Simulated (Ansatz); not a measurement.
# Mg (P6_3/mmc, 2 atoms in the cell): from the cell to its phonons, part 2 of 2

Wanted: phonon frequencies of Mg (P6_3/mmc, 2 atoms in the cell) and what follows from them.

Ansatz 0.2.0; DFT PBEsol, scalar-relativistic, plane waves, PAW; PAW set soft_1.

So far. Step 3 (Tight relaxation): The forces vanish by symmetry and the pressure is 0.003 GPa, within the tolerances set. The cell now holds 22.49 Å³/atom. The relaxed cell has a = 3.191, c = 5.101 Å (conventional setting).

## Step 4: Linear response at the zone centre

The zone centre comes first: it holds the modes that light can see, as far as symmetry allows. No field response is asked, since the mesh shows no gap.

Contents of input.yaml:

```yaml
crystal:
  lattice:
    - [3.1908322506, 0.0, 0.0]
    - [-1.5954161253, 2.7633417882, 0.0]
    - [0.0, 0.0, 5.101070738]
  atoms:
    - { symbol: Mg, position: [0.3333333333, 0.6666666667, 0.25] }
    - { symbol: Mg, position: [0.6666666667, 0.3333333333, 0.75] }
kpoints:
  mp_grid: { grid: [15, 15, 8] }
hamiltonian:
  xc: pbesol
  pseudopotentials: { kind: paw, azcp: { folder: soft_1 }, xc_functional: pbe }
scf:
  occupations: { method: methfessel_paxton, width: 0.2 }
output:
  eigenvalues: true
phonons:
  method: dfpt
```

The run is started by

```
$ ansatz run input.yaml --threads 4 --pin off --max-ram 10240MiB --backend cpu --events-out ev --progress --plain --runs-dir out
```

Numbers of over 12 decimals in the logs are rounded to 6 here.

The log of the run:

```text
zone centre: on kpoints.mp_grid the ground state, and the responses unless they are solved on pairs of k-points, stand on 320 of the mesh's 1800 k-points, reduced under 4 symmetry operations, with k and −k counted as one. Each operation leaves every solved displacement unchanged or reverses it
[...]
Crystal: 2 atoms, lattice volume = 44.978 Å³
Basis set: ecut = 420 eV, 881 PW (Γ), exchange–correlation on 48×48×72 points (8 copies of the dense FFT grid, shifted against one another)
Bands: 14, of which v1, the nominal top of the filled ones, is band 10 counted from 1 (9 counted from 0)
Symmetry: 24 space group operations
k-points: 320 of 1800 (irreducible under 4 space group operations, time reversal used)
[...]
SCF iter   1: F=—  HF=-3824.135479 eV  |F-HF|=—  |Δ(HF+E_count)|=         —  Δρ=1.41e-2  dr2=1.17e-1  ethr=3.10e-3  ⟨swp⟩=5.0  Hψ=22191  notcnv=0
[...]
SCF iter   7: F=-3824.104957 eV  HF=-3824.104957 eV  |F-HF|=5.46e-12  |Δ(HF+E_count)|=   1.74e-9  S|Δr|=    0.00e0  Δρ=1.09e-7  dr2=2.53e-12  ethr=1.00e-12  ⟨swp⟩=4.5  Hψ=22431  notcnv=0
SCF 1 converged in 7 iterations: F = -3824.104957 eV  dr2 = 2.53e-12
[...]
DFPT response loops at Γ: preconditioner auto → Kerker (q_TF=auto, 2.384 Å⁻¹) (partly filled bands, converged f_vac=0.000); β = 1.00, the filter's whole step (`scf.mixing.beta` (0.50) is not read by the response loops under this deck's `scf.mixing.preconditioner`; to damp them name `kerker` or `kerker_dos`, under which they read `scf.mixing.beta`, and type it under 1.00, their step now; both keys bind the ground state too); Broyden in place of MSR1
SCF converged after 7 iterations
[...]
Free energy (F): -3824.104957 eV
[...]
Internal energy: -3824.103239 eV  (E = F + TS)
E sigma→0 (E₀):  -3824.104527 eV
Entropy (-TS):   -0.001718 eV (-0.859 meV/atom)
Fermi energy:    5.725744 eV
[...]
--- Band table (eV; the first three rows and the last of 320) ---
  k-point 0: bands = [... 6 lower, -36.8119, -36.8119, -1.2830, 4.1010, 4.6377, 16.6092, 16.6092, 16.7311]
  k-point 1: bands = [... 6 lower, -36.8122, -36.8122, -1.1921, 3.0479, 5.8462, 16.6805, 16.6805, 16.7915]
  k-point 2: bands = [... 6 lower, -36.8128, -36.8128, -0.9201, 1.9253, 7.4349, 15.1231, 16.8859, 16.8859]
  k-point 319: bands = [... 6 lower, -36.8190, -36.8190, 3.2962, 3.2962, 8.1825, 8.1825, 9.6610, 9.6610]
--- Phonons (Γ-DFPT): 2 representative perturbations + reference, on 320 of 1800 k-points (Σ response iterations 6) ---
  k mesh reduced under 4 symmetry operations, with k and −k counted as one. Each operation leaves every solved displacement unchanged or reverses it
  ASR residual: 9.496e-5 → 0.000e0 eV/Å²; symmetrization residual: 8.014e-13 eV/Å²
  ASR residual per site (eV/Å²): 9.50e-5 9.50e-5
  Γ frequencies (cm⁻¹): 0.00 0.00 0.00 131.02 131.02 256.27
  non-analytic LO–TO correction: not included (Born effective charges unavailable; polar crystals: no LO–TO splitting at Γ)
```

Wall time 11 s (4 threads of Arm Neoverse V1, shared host); peak memory 0.7 GiB.

This step gave:

```
sum-rule residual before enforcement                    : 9.50e-5 eV/Å²
point group                                             : 6/mmm
highest optical mode at the zone centre (no LO-TO term) : 256.3 cm⁻¹
lowest optical zone-centre mode                         : 131.0 cm⁻¹
```

Patterns of degenerate modes are one choice out of their space. Modes at Γ:

| mode | frequency (cm⁻¹) | symmetry |
| --- | --- | --- |
| 1 | 0.0 | acoustic |
| 2 | 0.0 | acoustic |
| 3 | 0.0 | acoustic |
| 4 | 131.0 | E2g |
| 5 | 131.0 | E2g |
| 6 | 256.3 | B1g |

Displacements in mode 4 (131.0 cm⁻¹), the largest set to 1:
```
Mg1  0.00  1.00  0.00
Mg2  0.00 -1.00  0.00
```

Displacements in mode 6 (256.3 cm⁻¹), the largest set to 1:
```
Mg1  0.00  0.00  1.00
Mg2  0.00  0.00 -1.00
```

Before it was imposed, the acoustic sum rule was missed by 9.5e-5 eV/Å². Small misses are needed for a sound result but don't prove that mesh and cutoff are converged. The lowest optical mode is real, 131 cm⁻¹.

## Step 5: Response at finite wavevector

Stability and thermal properties need the whole zone. Linear response on a 3×3×2 q mesh gives force constants as far as a supercell of that size would.

input.yaml, as its differences from that of step 4:

```diff
@@ -19 +19,9 @@
   method: dfpt
+  qmesh: [3, 3, 2]
+  temperatures: { t_max: 1000, t_step: 50 }
+  qpath:
+    path:
+      - [[0.0, 0.0, 0.0], [0.5, 0.0, 0.0], [0.33333333, 0.33333333, 0.0], [0.0, 0.0, 0.0], [0.0, 0.0, 0.5], [0.5, 0.0, 0.5], [0.33333333, 0.33333333, 0.5], [0.0, 0.0, 0.5]]
+      - [[0.5, 0.0, 0.5], [0.5, 0.0, 0.0]]
+      - [[0.33333333, 0.33333333, 0.5], [0.33333333, 0.33333333, 0.0]]
+    npoints: 10
```

The log of the run:

```text
[...]
Crystal: 2 atoms, lattice volume = 44.978 Å³
Basis set: ecut = 420 eV, 881 PW (Γ), exchange–correlation on 48×48×72 points (8 copies of the dense FFT grid, shifted against one another)
Bands: 14, of which v1, the nominal top of the filled ones, is band 10 counted from 1 (9 counted from 0)
Symmetry: 24 space group operations
k-points: 135 of 1800
[...]
SCF iter   1: F=—  HF=-3824.135470 eV  |F-HF|=—  |Δ(HF+E_count)|=         —  Δρ=1.41e-2  dr2=1.17e-1  ethr=3.10e-3  ⟨swp⟩=5.0  Hψ=9398  notcnv=0
[...]
SCF iter   7: F=-3824.104957 eV  HF=-3824.104957 eV  |F-HF|=5.00e-12  |Δ(HF+E_count)|=   1.75e-9  S|Δr|=    0.00e0  Δρ=1.04e-7  dr2=2.32e-12  ethr=1.00e-12  ⟨swp⟩=4.5  Hψ=9543  notcnv=0
SCF 1 converged in 7 iterations: F = -3824.104957 eV  dr2 = 2.32e-12
[...]
NSCF: frozen V_eff on 135 k-points
[...]
DFPT response loops at q = (0, 0, 0) (fractional): preconditioner auto → Kerker (q_TF=auto, 2.384 Å⁻¹) (partly filled bands, converged f_vac=0.000); β = 1.00, the filter's whole step (`scf.mixing.beta` (0.50) is not read by the response loops under this deck's `scf.mixing.preconditioner`; to damp them name `kerker` or `kerker_dos`, under which they read `scf.mixing.beta`, and type it under 1.00, their step now; both keys bind the ground state too); Broyden in place of MSR1
[...]
SCF converged after 7 iterations
[...]
Free energy (F): -3824.104957 eV
[...]
Internal energy: -3824.103239 eV  (E = F + TS)
E sigma→0 (E₀):  -3824.104527 eV
Entropy (-TS):   -0.001718 eV (-0.859 meV/atom)
Fermi energy:    5.725744 eV
[...]
--- Band table (eV; the first three rows and the last of 135) ---
  k-point 0: bands = [... 6 lower, -36.8119, -36.8119, -1.2830, 4.1010, 4.6377, 16.6092, 16.6092, 16.7311]
  k-point 1: bands = [... 6 lower, -36.8122, -36.8122, -1.1921, 3.0479, 5.8462, 16.6805, 16.6805, 16.7915]
  k-point 2: bands = [... 6 lower, -36.8128, -36.8128, -0.9201, 1.9253, 7.4349, 15.1231, 16.8859, 16.8859]
  k-point 134: bands = [... 6 lower, -36.8187, -36.8187, 5.8921, 5.8921, 6.3739, 6.3739, 7.2776, 7.2776]
--- Phonons (Γ-DFPT): 2 representative perturbations + reference (Σ response iterations 6) ---
  ASR residual: 9.341e-5 → 0.000e0 eV/Å²; symmetrization residual: 6.475e-12 eV/Å²
  ASR residual per site (eV/Å²): 9.34e-5 9.34e-5
  Γ frequencies (cm⁻¹): 0.00 0.00 0.00 131.02 131.02 256.27
--- Phonons (arbitrary-q DFPT): 6 irreducible q on the 3×3×2 mesh ---
  q = [0.0000, 0.0000, 0.0000] (star 1, of the zone-centre solve; hermiticity 3.87e-14, symmetrization 2.21e-12): 0.00 0.00 0.00 131.02 131.02 256.27
  q = [0.0000, 0.0000, -0.5000] (star 1, 2 solved perturbations in 455 linear systems a pass and spin channel, the states on 320 of 1800 k-point pairs; hermiticity 1.59e-12, symmetrization 8.07e-9): 97.94 97.94 97.94 97.94 184.90 184.90
  q = [0.0000, 0.3333, 0.0000] (star 6, 3 solved perturbations on 600 of 1800 k-point pairs; hermiticity 2.26e-7, symmetrization 2.27e-13): 104.72 116.11 175.10 193.22 216.43 228.25
[...]
sum rule: each row above includes the acoustic sum rule's correction from the zone centre's row sums; it moved no ω² by more than (1.02 cm⁻¹)²
  mesh force constants: q→R imaginary residual 0.00e0; ASR residual 9.341e-5 → 0.000e0 eV/Å²; symmetrization residual 3.553e-15 eV/Å²
  interpolated dispersion: 93 rows × 6 modes
  density of states and harmonic sums: on the 24×24×12 q-mesh, interpolated from the force constants of a 3×3×2 supercell (no non-analytic term)
  largest difference from the sums on the solved wave vectors: F 3.58e-2 eV, S 5.01e-5 and C_V 1.43e-5 eV/K
  zero-point energy: 0.064150 eV/cell   skipped modes (ω ≤ 0): 3   left out of the sums: 7.23e-5 of the cell's modes: C_V's classical limit lies that fraction below 3 k_B per atom; for a crystal, a wire or a layer, F and S can be off by more, and a phonons.interpolated_qmesh denser along its periods is the remedy for the sampling
```

Run time: 74 s. Hardware: 4 threads; peak memory 1 GiB.

Numbers from this step:

```
sum-rule residual before enforcement                    : 9.34e-5 eV/Å²
lowest frequency on the path                            : 0 cm⁻¹
highest frequency on the path or at a solved wavevector : 256.3 cm⁻¹
mean frequency                                          : 172.5 cm⁻¹
Debye temperature (second moment)                       : 332 K
logarithmic mean frequency                              : 165 cm⁻¹
lowest mode on the q mesh (acoustic modes at Γ apart)   : 97.94 cm⁻¹
zero-point energy per atom                              : 32.07 meV
heat capacity at 300 K                                  : 23.48 J/(mol atoms K)
vibrational entropy at 300 K                            : 31.52 J/(mol atoms K)
```

Frequencies (cm⁻¹) solved at each irreducible wavevector; negative means imaginary. Frequencies by wavevector, by row:

| q in reciprocal lattice units | star | mode 1 | mode 2 | mode 3 | mode 4 | mode 5 | mode 6 |
| --- | --- | --- | --- | --- | --- | --- | --- |
| 0 0 0 | 1 | 0 | 0 | 0 | 131 | 131 | 256.3 |
| 0 0 -0.5 | 1 | 97.9 | 97.9 | 97.9 | 97.9 | 184.9 | 184.9 |
| 0 0.3333 0 | 6 | 104.7 | 116.1 | 175.1 | 193.2 | 216.4 | 228.2 |
| 0 0.3333 -0.5 | 6 | 142.2 | 142.2 | 154.7 | 154.7 | 231.4 | 231.4 |
| 0.3333 0.3333 0 | 2 | 177.5 | 177.5 | 187.1 | 194.5 | 194.5 | 228.5 |
| 0.3333 0.3333 -0.5 | 2 | 137.9 | 137.9 | 208.9 | 208.9 | 236.2 | 236.2 |

Interpolated from a 3×3×2 q mesh. The phonon branches at the labelled points (cm⁻¹):

| point | branch 1 | branch 2 | branch 3 | branch 4 | branch 5 | branch 6 |
| --- | --- | --- | --- | --- | --- | --- |
| Γ | 0 | 0 | 0 | 131 | 131 | 256 |
| halfway | 88 | 92 | 158 | 162 | 193 | 240 |
| M | 117 | 143 | 187 | 210 | 223 | 236 |
| halfway | 145 | 153 | 193 | 201 | 214 | 232 |
| K | 178 | 178 | 187 | 194 | 194 | 228 |
| halfway | 104 | 115 | 150 | 189 | 198 | 234 |
| Γ | 0 | 0 | 0 | 131 | 131 | 256 |
| halfway | 55 | 55 | 102 | 123 | 123 | 238 |
| A | 98 | 98 | 98 | 98 | 185 | 185 |
| halfway | 129 | 129 | 146 | 146 | 212 | 212 |
| L | 154 | 154 | 160 | 160 | 251 | 251 |
| halfway | 141 | 141 | 187 | 187 | 245 | 245 |
| H | 138 | 138 | 209 | 209 | 236 | 236 |
| halfway | 133 | 133 | 158 | 158 | 219 | 219 |
| A | 98 | 98 | 98 | 98 | 185 | 185 |
| jump to L | 154 | 154 | 160 | 160 | 251 | 251 |
| halfway | 128 | 145 | 177 | 188 | 235 | 249 |
| M | 117 | 143 | 187 | 210 | 223 | 236 |
| jump to H | 138 | 138 | 209 | 209 | 236 | 236 |
| halfway | 151 | 151 | 194 | 222 | 222 | 223 |
| K | 178 | 178 | 187 | 194 | 194 | 228 |

The phonon branches as a text plot (rows in cm⁻¹):

```
    251 |****              *****          ***            **
    240 |        *        *     *        *   ******       ***
    230 |    **** ****** *              *                  * ****
    219 |     *****     *        *     *           *        ****
    208 |    * *****  ****            *       ***   *       *
    198 |     *    *** *          *  *       *   *   *     * ** *
    187 |      **** ****  *        **             *   *** ***  **
    176 |   ***     *** *                   *             *     *
    166 |  * *      * ** ***      *        *             *
    155 |   *      *   **  *           ****        *     *     *
    144 | **    ***         *         * ** ***      *    ******
    133 |** *  *  *     ***  *** *    **      ****** *    *
    123 |     *  *       *      *    *              *      *
    112 |     ***          *     *  **               **     *
    101 |  * *                    ***                  **
     91 |                 *       *
     80 |   *               *   *
     69 | *                *     *
     59 |  *
     48 |                   *   *
     37 |**                  * *
     27 |                    * *
     16 |*
      5 |                     *
         Γ      M    K        Γ   A       L    H       A|L M|H  K
```

Tetrahedra on a 24×24×12 mesh, mean over bins of 2 cm-1. Interpolated from a 3×3×2 q mesh. Table of phonon density of states by wavenumber; read off at these points:

wavenumber (cm⁻¹), phonon density of states (1/cm⁻¹/cell) and a bar:
```
      5.0     0.0000 
     10.0     0.0001 
     15.0     0.0001 
     20.0     0.0003 
     25.0     0.0004 
     30.0     0.0007 
     35.0     0.0010 
     40.0     0.0013 #
     45.0     0.0017 #
     50.0     0.0021 #
     55.0     0.0027 #
     60.0     0.0033 #
     65.0     0.0040 ##
     70.0     0.0048 ##
     75.0     0.0057 ##
     80.0     0.0068 ###
     85.0     0.0081 ###
     90.0     0.0096 ####
     95.0     0.0114 #####
    100.0     0.0136 #####
    105.0     0.0162 #######
    110.0     0.0198 ########
    115.0     0.0249 ##########
    120.0     0.0312 #############
    125.0     0.0364 ###############
    130.0     0.0451 ##################
    135.0     0.0557 ######################
    137.0     0.0582 #######################
    140.0     0.0535 ######################
    145.0     0.0497 ####################
    150.0     0.0437 ##################
    155.0     0.0374 ###############
    160.0     0.0363 ###############
    165.0     0.0377 ###############
    170.0     0.0386 ################
    175.0     0.0403 ################
    180.0     0.0427 #################
    185.0     0.0457 ##################
    190.0     0.0309 ############
    195.0     0.0309 ############
    200.0     0.0350 ##############
    203.0     0.0376 ###############
    205.0     0.0343 ##############
    210.0     0.0272 ###########
    215.0     0.0322 #############
    220.0     0.0276 ###########
    225.0     0.0314 #############
    230.0     0.0488 ####################
    235.0     0.0745 ##############################
    240.0     0.0527 #####################
    245.0     0.0306 ############
    250.0     0.0155 ######
    255.0     0.0014 #
```

Second derivatives of the energy by pair, one row for each kind of neighbour of each atom listed. Each entry sums the pair over the periodic images of the supercell that the q mesh stands for, and in a polar crystal it holds the long-range dipole part too. Force constants by pair, by row:

| atom | neighbour | distance (Å) | third of the trace (eV/Å²) | along the pair's line (eV/Å²) |
| --- | --- | --- | --- | --- |
| Mg1 | itself | 0 | 2.858 | – |
| Mg1 | Mg | 3.146 | -0.2472 | -0.777 |
| Mg1 | Mg | 3.191 | -0.2119 | -0.6358 |
| Mg1 | Mg | 4.481 | 0.0108 | 0.0206 |
| Mg1 | Mg | 5.101 | -0.0442 | -0.1383 |
| Mg1 | Mg | 5.501 | -0.0118 | -0.0183 |
| Mg1 | Mg | 5.527 | -0.0234 | -0.0267 |
| Mg1 | Mg | 6.017 | 0.0036 | 0.0113 |
| Mg2 | itself | 0 | 2.858 | – |
| Mg2 | Mg | 3.146 | -0.2472 | -0.777 |
| Mg2 | Mg | 3.191 | -0.2119 | -0.6358 |
| Mg2 | Mg | 4.481 | 0.0108 | 0.0206 |
| Mg2 | Mg | 5.101 | -0.0442 | -0.1383 |
| Mg2 | Mg | 5.501 | -0.0118 | -0.0183 |
| Mg2 | Mg | 5.527 | -0.0234 | -0.0267 |
| Mg2 | Mg | 6.017 | 0.0036 | 0.0113 |

Harmonic thermodynamic functions per atom, from the density of states. Interpolated from a 3×3×2 q mesh. Thermodynamic functions, by row:

| T (K) | F_vib (meV/atom) | S (J/mol-atom/K) | C_V (J/mol-atom/K) |
| --- | --- | --- | --- |
| 0 | 32.07 | 0 | 0 |
| 50 | 31.83 | 1.948 | 5.502 |
| 100 | 29.05 | 9.114 | 15.31 |
| 200 | 12.37 | 22.3 | 21.83 |
| 300 | -15.79 | 31.52 | 23.48 |
| 400 | -52.17 | 38.38 | 24.1 |
| 500 | -94.85 | 43.79 | 24.4 |
| 600 | -142.6 | 48.26 | 24.56 |
| 700 | -194.7 | 52.05 | 24.66 |
| 800 | -250.3 | 55.35 | 24.73 |
| 900 | -309.2 | 58.26 | 24.77 |
| 1000 | -371 | 60.88 | 24.8 |

Harmonic mean-square displacement, third of the trace. Interpolated from a 3×3×2 q mesh. Mean square displacements, by row:

| T (K) | Mg1 U_eq (Å²) | Mg2 U_eq (Å²) |
| --- | --- | --- |
| 0 | 0.00445 | 0.00445 |
| 100 | 0.00622 | 0.00622 |
| 300 | 0.01468 | 0.01468 |
| 600 | 0.02855 | 0.02855 |

Symmetry leaves 6 wavevectors to solve. The lowest mode among them, the acoustic zeros apart, lies at q = (0, 0, -0.5) and is real, 97.9 cm⁻¹.

## Step 6: Another isotope

An isotope changes the mass and not the force constants, so no new electronic calculation is needed; the shifts show which modes move this element.

The same force constants with the mass of Mg changed from 24.305 to 25.983 u (phonopy, no LO-TO term). Both lists are sorted by frequency. Modes under 3 cm⁻¹ are left out. Isotope shifts, by row:

| q | rank | natural mass (cm⁻¹) | changed mass (cm⁻¹) |
| --- | --- | --- | --- |
| 0 0 0 | 4 | 131 | 126.7 |
| 0 0 0 | 5 | 131 | 126.7 |
| 0 0 0 | 6 | 256.3 | 247.9 |
| 0 0 -0.5 | 1 | 97.94 | 94.72 |
| 0 0 -0.5 | 2 | 97.94 | 94.72 |
| 0 0 -0.5 | 3 | 97.94 | 94.72 |
| 0 0 -0.5 | 4 | 97.94 | 94.72 |
| 0 0 -0.5 | 5 | 184.9 | 178.8 |
| 0 0 -0.5 | 6 | 184.9 | 178.8 |
| 0 0.3333 0 | 1 | 104.7 | 101.3 |
| 0 0.3333 0 | 2 | 116.1 | 112.3 |
| 0 0.3333 0 | 3 | 175.1 | 169.3 |
| 0 0.3333 0 | 4 | 193.2 | 186.9 |
| 0 0.3333 0 | 5 | 216.4 | 209.3 |
| 0 0.3333 0 | 6 | 228.2 | 220.8 |
| 0 0.3333 -0.5 | 1 | 142.2 | 137.5 |
| 0 0.3333 -0.5 | 2 | 142.2 | 137.5 |
| 0 0.3333 -0.5 | 3 | 154.7 | 149.7 |
| 0 0.3333 -0.5 | 4 | 154.7 | 149.7 |
| 0 0.3333 -0.5 | 5 | 231.4 | 223.9 |
| 0 0.3333 -0.5 | 6 | 231.4 | 223.9 |

With one element every mode shifts by -3.28 %.

## Step 7: Results

```
space group after relaxation (within 0.01 Å)            : P6_3/mmc
volume per atom                                         : 22.5 Å³
electronic character                                    : no gap on this mesh
highest optical mode at the zone centre (no LO-TO term) : 256 cm⁻¹
lowest optical zone-centre mode                         : 131 cm⁻¹
lowest mode on the q mesh (acoustic modes at Γ apart)   : 97.9 cm⁻¹
highest frequency on the path or at a solved wavevector : 256 cm⁻¹
zero-point energy per atom                              : 32.1 meV
heat capacity at 300 K                                  : 23.5 J/(mol atoms K)
vibrational entropy at 300 K                            : 31.5 J/(mol atoms K)
Debye temperature (second moment)                       : 332 K
imaginary modes on the 3×3×2 q mesh                     : none
```

The structure is a minimum as far as tested: no mode is imaginary at the 6 irreducible wavevectors of the 3×3×2 mesh, and the softest away from the acoustic zeros lies at 98 cm⁻¹. The optical modes at Γ span 131 to 256 cm⁻¹. With no gap, or one that is small against the smearing, the frequencies hang on the k mesh and the smearing, most of all near Kohn anomalies. The PAW files were made for PBE and serve the other functionals too. These are harmonic frequencies at zero temperature: anharmonic shifts, linewidths and thermal expansion are left out.

[Logs are printed without paths, hosts, clocks, repeated set-up lines and the standing remarks that a program may print on its own settings, such as how far it seeks lower states.]

[Hosts, paths, dates, database ids (printed as entryN), source tags and the programs' standing remarks are cut or masked in the printed files.]
